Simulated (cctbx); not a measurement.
## X-rays or neutrons for the lightest atoms?

Cell a = 6.5650 Å, b = 10.3050 Å, c = 12.2750 Å, α = 90.00°, β = 90.00°, γ = 90.00°; space group P2_12_12_1 (no. 19); content Mn4 Cl20 Li8. The heavier atoms are placed; Li is still missing.

Simulated single-crystal data (cctbx): Ag Kα, λ = 0.56087 Å, to d = 0.8 Å, 95 % of the full sphere, strongest reflection 5000 counts, noise from counting, a 4 % proportional error and a noise floor of 15 counts (s.d.); no absorption.

Refinement without Li (map in e/Å³):

```text
Rint 0.057, 1697 unique reflections to 0.80 A
cycle     R1     wR2    GooF  max shift (A)
   1  0.1547  0.3149   6.124   0.05305
   2  0.0576  0.1216   2.364   0.00000
final R1 0.0576 wR2 0.1216 GooF 2.364  parameters 24  data/parameter 70.7
atom        x        y        z      Ueq    occ   su(xyz)  su(Uiso or U11)
Mn1    0.02730  0.04512  0.61809   0.0046  1.000  0.00018  0.0003
Cl1    0.76730  0.06719  0.06240   0.0032  1.000  0.00028  0.0004
Cl2    0.75535  0.33095  0.88733   0.0029  1.000  0.00027  0.0003
Cl3    0.78796  0.33259  0.28752   0.0038  1.000  0.00028  0.0004
Cl4    0.85355  0.60402  0.05704   0.0043  1.000  0.00029  0.0004
Cl5    0.87483  0.01572  0.79293   0.0042  1.000  0.00028  0.0004
difference map: max 4.83 min -0.77 rms 0.27
Q1    0.0249  0.1593  0.9406    4    5.00  2.45 A from Cl1
Q2    0.0392  0.6130  0.2396    4    4.76  2.55 A from Cl4
Q3    0.0822  0.0754  0.6087    4    1.40  0.49 A from Mn1
Q4    0.0258  0.5235  0.8729    4    1.24  0.43 A from Mn1
Q5    0.0319  0.4556  0.2385    4    0.96  2.13 A from Cl3
Q6    0.2147  0.0981  0.4333    4    0.73  0.47 A from Cl4
Q7    0.0554  0.1845  0.2944    4    0.73  2.09 A from Cl4
Q8    0.0194  0.6266  0.9240    4    0.73  1.03 A from Mn1
```

The data are simulated with cctbx, not measured: neutrons of λ = 0.84 Å, to d = 0.7 Å, 95 % of the full sphere, strongest reflection 5000 counts, noise from counting, a 4 % proportional error and a noise floor of 15 counts (s.d.); no absorption.

Refinement without Li (map in fm/Å³; only maxima are listed):

```text
Rint 0.054, 2539 unique reflections to 0.70 A
cycle     R1     wR2    GooF  max shift (A)
   1  0.1912  0.3900   8.269   0.05383
   2  0.0772  0.1664   3.528   0.00003
final R1 0.0772 wR2 0.1664 GooF 3.528  parameters 24  data/parameter 105.8
atom        x        y        z      Ueq    occ   su(xyz)  su(Uiso or U11)
Mn1    0.02888  0.04470  0.61826   0.0050  1.000  0.00055  0.0006
Cl1    0.76767  0.06692  0.06220   0.0034  1.000  0.00020  0.0002
Cl2    0.75509  0.33101  0.88730   0.0031  1.000  0.00021  0.0002
Cl3    0.78796  0.33224  0.28757   0.0043  1.000  0.00020  0.0002
Cl4    0.85361  0.60380  0.05707   0.0046  1.000  0.00021  0.0003
Cl5    0.87513  0.01578  0.79270   0.0044  1.000  0.00021  0.0003
difference map: max 1.61 min -10.98 rms 0.45
Q1    0.0169  0.1096  0.2151    4    1.75  2.10 A from Cl2
Q2    0.0722  0.1180  0.9737    4    1.55  2.15 A from Cl2
Q3    0.1132  0.6550  0.2623    4    1.54  2.03 A from Cl3
Q4    0.0881  0.6521  0.2044    4    1.54  2.03 A from Cl3
Q5    0.0548  0.0099  0.2748    4    1.43  2.24 A from Cl3
Q6    0.1035  0.5643  0.2350    4    1.41  1.99 A from Cl5
Q7    0.0801  0.2126  0.9638    4    1.40  2.21 A from Cl2
Q8    0.0544  0.6701  0.3376    4    1.33  2.00 A from Cl1
```

**Question.** Where is Li, and which data fix it better?

Li sits at (0.9745, 0.6595, 0.5585) and (0.0400, 0.6134, 0.2394). Adding it takes R1 from 0.058 to 0.029 with X-rays and from 0.077 to 0.024 with neutrons. Its largest coordinate s.u. is 0.00108 with X-rays and 0.00034 with neutrons, so neutrons fix it better in these data. In the X-ray map Q1 and Q2 mark it. No listed neutron peak is on it. Natural Li has a negative scattering length, so it shows as a hole in the neutron map (minimum -11.0), not among the maxima.

Final neutron refinement:

```text
Rint 0.054, 2539 unique reflections to 0.70 A
cycle     R1     wR2    GooF  max shift (A)
   1  0.1719  0.3592   7.628   0.05492
   2  0.0238  0.0505   1.073   0.00001
final R1 0.0238 wR2 0.0505 GooF 1.073  parameters 32  data/parameter 79.3
atom        x        y        z      Ueq    occ   su(xyz)  su(Uiso or U11)
Mn1    0.02714  0.04503  0.61801   0.0050  1.000  0.00017  0.0002
Cl1    0.76772  0.06691  0.06233   0.0038  1.000  0.00006  0.0001
Cl2    0.75518  0.33100  0.88734   0.0033  1.000  0.00006  0.0001
Cl3    0.78790  0.33228  0.28765   0.0044  1.000  0.00006  0.0001
Cl4    0.85343  0.60393  0.05697   0.0046  1.000  0.00006  0.0001
Cl5    0.87512  0.01565  0.79270   0.0045  1.000  0.00006  0.0001
Li1    0.97433  0.65952  0.55855   0.0094  1.000  0.00034  0.0004
Li2    0.04000  0.61372  0.23948   0.0046  1.000  0.00033  0.0003
difference map: max 0.77 min -0.83 rms 0.14
Q1    0.1961  0.1404  0.1128    4    0.81  0.49 A from Cl2
Q2    0.0796  0.0993  0.4404    4    0.79  0.44 A from Cl4
Q3    0.2092  0.1185  0.4331    4    0.74  0.45 A from Cl4
Q4    0.0776  0.0216  0.6359    4    0.58  0.46 A from Mn1
Q5    0.2149  0.5307  0.4097    4    0.56  0.52 A from Cl1
Q6    0.0984  0.9367  0.4565    4    0.53  1.76 A from Cl4
```

The model was made for the exercise: a known structure type with other elements put in, its volume estimated, not relaxed; displacement parameters are assumed.

[Middle refinement cycles are left out of these outputs.]

[Logs are printed without paths, hosts, clocks, repeated set-up lines and the standing remarks that a program may print on its own settings, such as how far it seeks lower states.]
